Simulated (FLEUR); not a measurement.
# MnPt: a ladder in all numerical settings together

Aim: see how far the moments and order energies of MnPt move with all numerical settings together, and what each rung costs.

Calculated with FLEUR MaX-R8.1; PBEsol; all-electron FLAPW, Dirac cores, scalar-relativistic bands.

### Step 1. The structure

The structure is tetragonal, space group P4/mmm (No. 123). The conventional cell has a = 2.830 Å, b = 2.830 Å, c = 3.660 Å, α = 90.00°, β = 90.00°, γ = 90.00°. Nearest to Mn lie 8 Pt at 2.71 Å and 4 Mn at 2.83 Å. Nearest to Pt lie 8 Mn at 2.71 Å and 4 Pt at 2.83 Å. Farther neighbours are not listed.

### Step 2. Rung 1 (Kmax 2.34 1/bohr, mesh 4×4×4), start ferro +

Kmax, the angular cutoffs and the mesh rise along the ladder, not all at every rung.

inpgen writes inp.xml from crystal.txt; cutoffs, mixing, functional, smearing and local orbitals are then set in the file. The k list default-1 (kpts.xml, not shown) is a Γ-centred 4×4×4 mesh; where the ranks do not divide the number of points, some are split in two of half the weight.

File inp.xml:

```
<?xml version="1.0" encoding="UTF-8" standalone="no"?>
<fleurInput fleurInputVersion="0.39">
   <comment>
      MnPt
   </comment>
   <calculationSetup>
      <cutoffs Kmax="2.34" Gmax="9.4" GmaxXC="9.4" numbands="0"/>
      <scfLoop itmax="90" minDistance="0.00002" maxIterBroyd="15" imix="Anderson" alpha="0.05" precondParam="0.0" spinf="2.0" sdNocoIR="T"/>
      <coreElectrons ctail="T" frcor="F" kcrel="1" coretail_lmax="0"/>
      <xcFunctional name="PBEs" relativisticCorrections="F"/>
      <magnetism jspins="2"/>
      <soc l_soc="F" theta="0.0" phi="0.0" spav="F"/>
      <expertModes spex="0" secvar="F"/>
      <geometryOptimization l_f="F" forcealpha="1.0" forcemix="BFGS" epsdisp="0.00001" epsforce="0.00001"/>
      <ldaU l_linMix="F" mixParam="0.05" spinf="1.0"/>
   </calculationSetup>
   <cell>
      <bzIntegration valenceElectrons="31.0" mode="hist" fermiSmearingEnergy="0.00110248">
         <kPointListSelection listName="default-1"/>
         <xi:include xmlns:xi="http://www.w3.org/2001/XInclude" href="kpts.xml"> </xi:include>
      </bzIntegration>
      <xi:include xmlns:xi="http://www.w3.org/2001/XInclude" href="sym.xml"> </xi:include>
      <bulkLattice scale="1.0">
         <bravaisMatrix>
            <row-1>    5.3479249326179996     0.0000000000000000     0.0000000000000000</row-1>
            <row-2>    0.0000000000000000     5.3479249326179996     0.0000000000000000</row-2>
            <row-3>    0.0000000000000000     0.0000000000000000     6.9163976160359999</row-3>
         </bravaisMatrix>
      </bulkLattice>
   </cell>
   <atomSpecies>
      <species name="Manganese 3.500" element="Mn" atomicNumber="25">
         <mtSphere radius="2.5" gridPoints="827" logIncrement="0.015"/>
         <atomicCutoffs lmax="6" lnonsphr="4"/>
         <electronConfig flipSpins="F">
            <coreConfig>(1s1/2) (2s1/2) (2p1/2) (2p3/2)</coreConfig>
            <valenceConfig>(3s1/2) (3p1/2) (3p3/2) (4s1/2) (3d3/2) (3d5/2)</valenceConfig>
            <stateOccupation state="(3d3/2)" spinUp="1.25" spinDown="0.75"/>
            <stateOccupation state="(3d5/2)" spinUp="3.0" spinDown="0.0"/>
         </electronConfig>
         <energyParameters s="4" p="4" d="3" f="4"/>
         <lo type="SCLO" l="0" n="3" eDeriv="0"/>
         <lo type="SCLO" l="1" n="3" eDeriv="0"/>
      </species>
      <species name="Platinum (Pt)" element="Pt" atomicNumber="78">
         <mtSphere radius="2.5" gridPoints="827" logIncrement="0.016"/>
         <atomicCutoffs lmax="6" lnonsphr="4"/>
         <electronConfig flipSpins="F">
            <coreConfig>(1s1/2) (2s1/2) (2p1/2) (2p3/2) (3s1/2) (3p1/2) (3p3/2) (4s1/2) (3d3/2) (3d5/2) (4p1/2) (4p3/2) (5s1/2) (4d3/2) (4d5/2) (4f5/2) (4f7/2)</coreConfig>
            <valenceConfig>(5p1/2) (5p3/2) (6s1/2) (5d3/2) (5d5/2)</valenceConfig>
            <stateOccupation state="(6s1/2)" spinUp="0.500000" spinDown="0.500000"/>
            <stateOccupation state="(5d3/2)" spinUp="1.800000" spinDown="1.800000"/>
            <stateOccupation state="(5d5/2)" spinUp="2.700000" spinDown="2.700000"/>
         </electronConfig>
         <energyParameters s="6" p="6" d="5" f="5"/>
         <lo type="SCLO" l="1" n="5" eDeriv="0"/>
      </species>
   </atomSpecies>
   <atomGroups>
      <atomGroup species="Manganese 3.500">
         <relPos label="                   1">.0000000000 .0000000000 .0000000000</relPos>
         <force calculate="T" relaxXYZ="TTT"/>
      </atomGroup>
      <atomGroup species="Platinum (Pt)">
         <relPos label="                   2">1.000/2.000 1.000/2.000 1.000/2.000</relPos>
         <force calculate="T" relaxXYZ="TTT"/>
      </atomGroup>
   </atomGroups>
   <output dos="F" band="F" slice="F">
      <bandDOS minEnergy="-.5*Htr" maxEnergy="0.5*Htr" sigma="0.015" storeEVData="T"/>
      <plotting iplot="0" polar="F">
         <plot TwoD="T" vec1="  1.0  0.0  0.0" vec2="  0.0  1.0  0.0" vec3="  0.0  0.0  1.0" zero="  0.0  0.0  0.0" file="plot"/>
      </plotting>
      <moessbauerParams electricFieldGradient="F" isomerShift="F" coreHyperfine="F" valenceHyperfine="F"/>
   </output>
</fleurInput>
```

File crystal.txt:

```
MnPt
&input film=F cartesian=F /
2.83000000000  0.00000000000  0.00000000000
0.00000000000  2.83000000000  0.00000000000
0.00000000000  0.00000000000  3.66000000000
1.8897261246
1.0 1.0 1.0

2
25 0.00000000000  0.00000000000  0.00000000000 : 3.500
78 0.50000000000  0.50000000000  0.50000000000

&kpt div1=4 div2=4 div3=4 gamma=T /
```

On the command line:

```sh
OMP_NUM_THREADS=1 inpgen -f crystal.txt > inpgen.log  # inp.xml is then edited as shown
OMP_NUM_THREADS=1 mpirun -n 4 fleur_MPI > fleur.log
```

Output:

```text
Welcome to FLEUR        (www.flapw.de)
      MaX-Release 8.1          (www.max-centre.eu)

 ========== k-point set info ==========
 Selected k-point list: default-1
 k-point list type: mesh
 0 x 0 x 0
 Number of k points: 20

 ------------Calculation Setup---------------------------
 Number of MPI-tasks      :            4
 Number of PE/node        :            4
 Number of OMP-threads    :            1
 k-points in parallel     :            4
 pe's per k-point         :            1
 No of k-point loops      :            5
 Eigenvalue solver        :       lapack
 Number of basis functions:           60
 Approximate size of matrices (H+S) per k-point:         0.000 GB
 --------------------------------------------------------
 [... lines of the core solver left out ...]
 Iteration:     1   Distance:      41.69686772 me/bohr^3
 [... lines of the core solver left out ...]
 Iteration:     2   Distance:      31.29420278 me/bohr^3
 [... lines of the core solver left out ...]
[... rest left out ...]

--- out.xml (last complete iteration) ---
<iteration numberForCurrentRun="   28" overallNumber="   28">
         [... left out ...]
         <bandgap value="0.0152682193" units="eV"/>
         <sumValenceSingleParticleEnergies value="-19.8319772377" units="Htr"/>
         <FermiEnergy value="0.3482358975" units="Htr"/>
         <valenceDensity>
            <mtCharges spin="1">
               <mtCharge atomType="1" total="8.9236504" s="1.2097077" p="3.2089909" d="4.4511852" f="0.0257284"/>
               <mtCharge atomType="2" total="7.3407469" s="0.2547264" p="3.1630254" d="3.8798275" f="0.0211828"/>
            </mtCharges>
            <mtCharges spin="2">
               <mtCharge atomType="1" total="5.0205717" s="1.1830537" p="3.1656270" d="0.6290488" f="0.0215889"/>
               <mtCharge atomType="2" total="6.9852010" s="0.2788511" p="3.1620518" d="3.5255894" f="0.0097776"/>
            </mtCharges>
            <spinDependentCharge spin="1" total="17.7264776" interstitial="1.4620804" mtSpheres="16.2643973"/>
            <spinDependentCharge spin="2" total="13.2735224" interstitial="1.2677497" mtSpheres="12.0057727"/>
            <totalCharge value="31.0000000000"/>
         </valenceDensity>
         [... left out ...]
         <magneticMomentsInMTSpheres units="muBohr">
            <globalMagMoment atomType="1" vec="0.00000   0.00000   3.90309"/>
            <localMagMoment atomType="1" vec="0.00000   0.00000   3.90309"/>
            <globalMagMoment atomType="2" vec="0.00000   0.00000   0.35556"/>
            <localMagMoment atomType="2" vec="0.00000   0.00000   0.35556"/>
         </magneticMomentsInMTSpheres>
         [... left out ...]
         <totalEnergy value="   -19598.7628858476" units="Htr">
            <sumOfEigenvalues value="   -12008.6675891963">
               <coreElectrons value="-11988.8356119585"/>
               <valenceElectrons value="-19.8319772377"/>
            </sumOfEigenvalues>
            <densityCoulombPotentialIntegral value="-33751.9040639258"/>
            <densityEffectivePotentialIntegral value="-34282.5062998872"/>
            <chargeDenXCDenIntegral value="-403.1120643217"/>
            <FockExchangeEnergyValence value="0.0000000000"/>
            <FockExchangeEnergyCore value="0.0000000000"/>
         [... left out ...]
            <tkbTimesEntropy value="0.0001801551"/>
            <freeEnergy value="-19598.7630660028"/>
            <extrapolationTo0K value="-19598.7629759252"/>
         </totalEnergy>
         <densityConvergence units="me/bohr^3">
            <chargeDensity spin="1" distance="0.0000049251"/>
            <chargeDensity spin="2" distance="0.0000064320"/>
            <overallChargeDensity distance="0.0000048669"/>
            <spinDensity distance="0.0000103715"/>
         </densityConvergence>
      </iteration>
```

It took 8.3 s on 4 MPI ranks of Arm Neoverse V1, shared host; peak memory 0.18 GiB; 33 s of CPU time.

This step gave:

```yaml
free_energy: -533309.5117 eV
program_s_band_gap_on_this_mesh_in_a_metal_only_a_level_spacing: 0.01527 eV
magnetization: 4.453 μB
final_state: ferromagnetic
largest_moment: 3.903 μB
```

After 28 cycles the largest moment stands at 3.90 μB.

### Step 3. Rung 1 (Kmax 2.34 1/bohr, mesh 2×4×4), start antiferro q=(1/2,1/2,0) +-

The second start gives the energy difference between the two end states, the quantity that is followed up the ladder. Its q is in fractions of the primitive cell's reciprocal vectors.

The k list default-1 (kpts.xml, not shown) is a Γ-centred 2×4×4 mesh.

Edit inp.xml of step 2 so:

```diff
@@ -17,3 +17,3 @@
    <cell>
-      <bzIntegration valenceElectrons="31.0" mode="hist" fermiSmearingEnergy="0.00110248">
+      <bzIntegration valenceElectrons="62.0" mode="hist" fermiSmearingEnergy="0.00110248">
          <kPointListSelection listName="default-1"/>
@@ -24,4 +24,4 @@
          <bravaisMatrix>
-            <row-1>    5.3479249326179996     0.0000000000000000     0.0000000000000000</row-1>
-            <row-2>    0.0000000000000000     5.3479249326179996     0.0000000000000000</row-2>
+            <row-1>   10.6958498652359992     0.0000000000000000     0.0000000000000000</row-1>
+            <row-2>    5.3479249326179996     5.3479249326179996     0.0000000000000000</row-2>
             <row-3>    0.0000000000000000     0.0000000000000000     6.9163976160359999</row-3>
@@ -39,2 +39,15 @@
             <stateOccupation state="(3d5/2)" spinUp="3.0" spinDown="0.0"/>
+         </electronConfig>
+         <energyParameters s="4" p="4" d="3" f="4"/>
+         <lo type="SCLO" l="0" n="3" eDeriv="0"/>
+         <lo type="SCLO" l="1" n="3" eDeriv="0"/>
+      </species>
+      <species name="Manganese -3.500" element="Mn" atomicNumber="25">
+         <mtSphere radius="2.5" gridPoints="827" logIncrement="0.015"/>
+         <atomicCutoffs lmax="6" lnonsphr="4"/>
+         <electronConfig flipSpins="F">
+            <coreConfig>(1s1/2) (2s1/2) (2p1/2) (2p3/2)</coreConfig>
+            <valenceConfig>(3s1/2) (3p1/2) (3p3/2) (4s1/2) (3d3/2) (3d5/2)</valenceConfig>
+            <stateOccupation state="(3d3/2)" spinUp="0.75" spinDown="1.25"/>
+            <stateOccupation state="(3d5/2)" spinUp="0.0" spinDown="3.0"/>
          </electronConfig>
@@ -63,4 +76,9 @@
       </atomGroup>
+      <atomGroup species="Manganese -3.500">
+         <relPos label="                   2">1.000/2.000 .0000000000 .0000000000</relPos>
+         <force calculate="T" relaxXYZ="TTT"/>
+      </atomGroup>
       <atomGroup species="Platinum (Pt)">
-         <relPos label="                   2">1.000/2.000 1.000/2.000 1.000/2.000</relPos>
+         <relPos label="                   3">.0000000000 1.000/2.000 1.000/2.000</relPos>
+         <relPos label="                   4">1.000/2.000 1.000/2.000 1.000/2.000</relPos>
          <force calculate="T" relaxXYZ="TTT"/>
```

File crystal.txt:

```
MnPt
&input film=F cartesian=F /
5.66000000000  0.00000000000  0.00000000000
2.83000000000  2.83000000000  0.00000000000
0.00000000000  0.00000000000  3.66000000000
1.8897261246
1.0 1.0 1.0

4
25 0.00000000000  0.00000000000  0.00000000000 : 3.500
25 0.50000000000  0.00000000000  0.00000000000 : -3.500
78 0.00000000000  0.50000000000  0.50000000000
78 0.50000000000  0.50000000000  0.50000000000

&kpt div1=2 div2=4 div3=4 gamma=T /
```

Output:

```text
[banner, memory and clock lines left out]
Welcome to FLEUR        (www.flapw.de)
      MaX-Release 8.1          (www.max-centre.eu)

 ========== k-point set info ==========
 Selected k-point list: default-1
 k-point list type: mesh
 0 x 0 x 0
 Number of k points: 16

 [... set-up left out ...]
 Iteration:     1   Distance:      41.50972112 me/bohr^3
 [... lines of the core solver left out ...]
 Iteration:     2   Distance:      30.64095017 me/bohr^3
 [... lines of the core solver left out ...]
 Iteration:     3   Distance:      22.25717222 me/bohr^3
 [... lines of the core solver left out ...]
 Iteration:     4   Distance:      10.24910726 me/bohr^3
 [... lines of the core solver left out ...]
 Iteration:     5   Distance:       7.80690389 me/bohr^3
 [... lines of the core solver left out ...]
 Iteration:     6   Distance:       6.59097925 me/bohr^3
 [... lines of the core solver left out ...]
 Iteration:     7   Distance:       2.85898746 me/bohr^3
 [... lines of the core solver left out ...]
[... rest left out ...]

--- out.xml (last complete iteration) ---
<iteration numberForCurrentRun="   23" overallNumber="   23">
         [... left out ...]
         <bandgap value="0.0538371686" units="eV"/>
         <sumValenceSingleParticleEnergies value="-39.9474253970" units="Htr"/>
         <FermiEnergy value="0.3532833053" units="Htr"/>
         [... left out ...]
         <magneticMomentsInMTSpheres units="muBohr">
            <globalMagMoment atomType="1" vec="0.00000   0.00000   3.79760"/>
            <globalMagMoment atomType="2" vec="0.00000   0.00000  -3.79760"/>
            <globalMagMoment atomType="3" vec="0.00000   0.00000   0.00000"/>
         </magneticMomentsInMTSpheres>
         [... left out ...]
         <totalEnergy value="   -39197.5456524244" units="Htr">
            <sumOfEigenvalues value="   -24018.0963190502">
               <coreElectrons value="-23978.1488936532"/>
               <valenceElectrons value="-39.9474253970"/>
            </sumOfEigenvalues>
         [... left out ...]
            <freeEnergy value="-39197.5457699129"/>
            <extrapolationTo0K value="-39197.5457111687"/>
         </totalEnergy>
         <densityConvergence units="me/bohr^3">
            <chargeDensity spin="1" distance="0.0000112677"/>
            <chargeDensity spin="2" distance="0.0000114670"/>
            <overallChargeDensity distance="0.0000170047"/>
            <spinDensity distance="0.0000150914"/>
         </densityConvergence>
      </iteration>
```

The job ended after 10 s (4 MPI ranks; peak memory 0.22 GiB).

Spin moment in the muffin-tin sphere by atom:

```csv
atom,spin moment in the muffin-tin sphere (μB)
Mn1,3.80
Mn2,-3.80
Pt3,0.00
Pt4,0.00
```

Numbers from this step:

```yaml
free_energy: -1066619.5578 eV
program_s_band_gap_on_this_mesh_in_a_metal_only_a_level_spacing: 0.05384 eV
magnetization: 0 μB
final_state: antiferromagnetic
```

This start lies -267.2 meV a seeded atom from the first; its largest moment is 3.80 μB.

### Step 4. Rung 2 (Kmax 2.88 1/bohr, mesh 6×6×6), start ferro +

The k list default-1 (kpts.xml, not shown) is a Γ-centred 6×6×6 mesh.

Edit inp.xml of step 3 so:

```diff
@@ -6,3 +6,3 @@
    <calculationSetup>
-      <cutoffs Kmax="2.34" Gmax="9.4" GmaxXC="9.4" numbands="0"/>
+      <cutoffs Kmax="2.88" Gmax="11.5" GmaxXC="11.5" numbands="0"/>
       <scfLoop itmax="90" minDistance="0.00002" maxIterBroyd="15" imix="Anderson" alpha="0.05" precondParam="0.0" spinf="2.0" sdNocoIR="T"/>
@@ -17,3 +17,3 @@
    <cell>
-      <bzIntegration valenceElectrons="62.0" mode="hist" fermiSmearingEnergy="0.00110248">
+      <bzIntegration valenceElectrons="31.0" mode="hist" fermiSmearingEnergy="0.00110248">
          <kPointListSelection listName="default-1"/>
@@ -24,4 +24,4 @@
          <bravaisMatrix>
-            <row-1>   10.6958498652359992     0.0000000000000000     0.0000000000000000</row-1>
-            <row-2>    5.3479249326179996     5.3479249326179996     0.0000000000000000</row-2>
+            <row-1>    5.3479249326179996     0.0000000000000000     0.0000000000000000</row-1>
+            <row-2>    0.0000000000000000     5.3479249326179996     0.0000000000000000</row-2>
             <row-3>    0.0000000000000000     0.0000000000000000     6.9163976160359999</row-3>
@@ -33,3 +33,3 @@
          <mtSphere radius="2.5" gridPoints="827" logIncrement="0.015"/>
-         <atomicCutoffs lmax="6" lnonsphr="4"/>
+         <atomicCutoffs lmax="6" lnonsphr="6"/>
          <electronConfig flipSpins="F">
@@ -44,18 +44,5 @@
       </species>
-      <species name="Manganese -3.500" element="Mn" atomicNumber="25">
-         <mtSphere radius="2.5" gridPoints="827" logIncrement="0.015"/>
-         <atomicCutoffs lmax="6" lnonsphr="4"/>
-         <electronConfig flipSpins="F">
-            <coreConfig>(1s1/2) (2s1/2) (2p1/2) (2p3/2)</coreConfig>
-            <valenceConfig>(3s1/2) (3p1/2) (3p3/2) (4s1/2) (3d3/2) (3d5/2)</valenceConfig>
-            <stateOccupation state="(3d3/2)" spinUp="0.75" spinDown="1.25"/>
-            <stateOccupation state="(3d5/2)" spinUp="0.0" spinDown="3.0"/>
-         </electronConfig>
-         <energyParameters s="4" p="4" d="3" f="4"/>
-         <lo type="SCLO" l="0" n="3" eDeriv="0"/>
-         <lo type="SCLO" l="1" n="3" eDeriv="0"/>
-      </species>
       <species name="Platinum (Pt)" element="Pt" atomicNumber="78">
          <mtSphere radius="2.5" gridPoints="827" logIncrement="0.016"/>
-         <atomicCutoffs lmax="6" lnonsphr="4"/>
+         <atomicCutoffs lmax="6" lnonsphr="6"/>
          <electronConfig flipSpins="F">
@@ -76,9 +63,4 @@
       </atomGroup>
-      <atomGroup species="Manganese -3.500">
-         <relPos label="                   2">1.000/2.000 .0000000000 .0000000000</relPos>
-         <force calculate="T" relaxXYZ="TTT"/>
-      </atomGroup>
       <atomGroup species="Platinum (Pt)">
-         <relPos label="                   3">.0000000000 1.000/2.000 1.000/2.000</relPos>
-         <relPos label="                   4">1.000/2.000 1.000/2.000 1.000/2.000</relPos>
+         <relPos label="                   2">1.000/2.000 1.000/2.000 1.000/2.000</relPos>
          <force calculate="T" relaxXYZ="TTT"/>
```

File crystal.txt:

```
MnPt
&input film=F cartesian=F /
2.83000000000  0.00000000000  0.00000000000
0.00000000000  2.83000000000  0.00000000000
0.00000000000  0.00000000000  3.66000000000
1.8897261246
1.0 1.0 1.0

2
25 0.00000000000  0.00000000000  0.00000000000 : 3.500
78 0.50000000000  0.50000000000  0.50000000000

&kpt div1=6 div2=6 div3=6 gamma=T /
```

Output:

```text
[banner, memory and clock lines left out]
Welcome to FLEUR        (www.flapw.de)
      MaX-Release 8.1          (www.max-centre.eu)

 ========== k-point set info ==========
 Selected k-point list: default-1
 k-point list type: mesh
 6 x 6 x 6
 Number of k points: 40

 [... set-up left out ...]
 Iteration:     1   Distance:      30.29132781 me/bohr^3
 [... lines of the core solver left out ...]
 Iteration:     2   Distance:      18.74152207 me/bohr^3
 [... lines of the core solver left out ...]
[... rest left out ...]

--- out.xml (last complete iteration) ---
[...]
<sumOfEigenvalues value="   -11999.0673521066">
               <coreElectrons value="-11980.8685555562"/>
               <valenceElectrons value="-18.1987965505"/>
            </sumOfEigenvalues>
         [... left out ...]
            <freeEnergy value="-19599.1134734252"/>
            <extrapolationTo0K value="-19599.1133246114"/>
         </totalEnergy>
         <densityConvergence units="me/bohr^3">
            <chargeDensity spin="1" distance="0.0000024951"/>
            <chargeDensity spin="2" distance="0.0000022862"/>
            <overallChargeDensity distance="0.0000037584"/>
            <spinDensity distance="0.0000029629"/>
         </densityConvergence>
      </iteration>
```

The job ended after 11 s (4 MPI ranks; peak memory 0.18 GiB).

Numbers from this step:

- free energy: -533319.0468 eV
- program's band gap on this mesh (in a metal only a level spacing): 0.004192 eV
- magnetization: 4.23 μB
- final state: ferromagnetic
- largest moment: 3.792 μB

The largest moment moves by -0.11 μB from rung 1, at 1.4 times its CPU time.

[end of part 1 of 3]

[Logs and program files are shortened in this print: banners, set-up blocks, solver, clock and traceback lines can be left out without a mark of their own.]

[Logs are printed without paths, hosts, clocks, repeated set-up lines and the standing remarks that a program may print on its own settings, such as how far it seeks lower states.]

[Hosts, paths, dates, database ids (printed as entryN), source tags and the programs' standing remarks are cut or masked in the printed files.]

[Where a cell is said to come from a database of computed structures, the database is the Materials Project.]
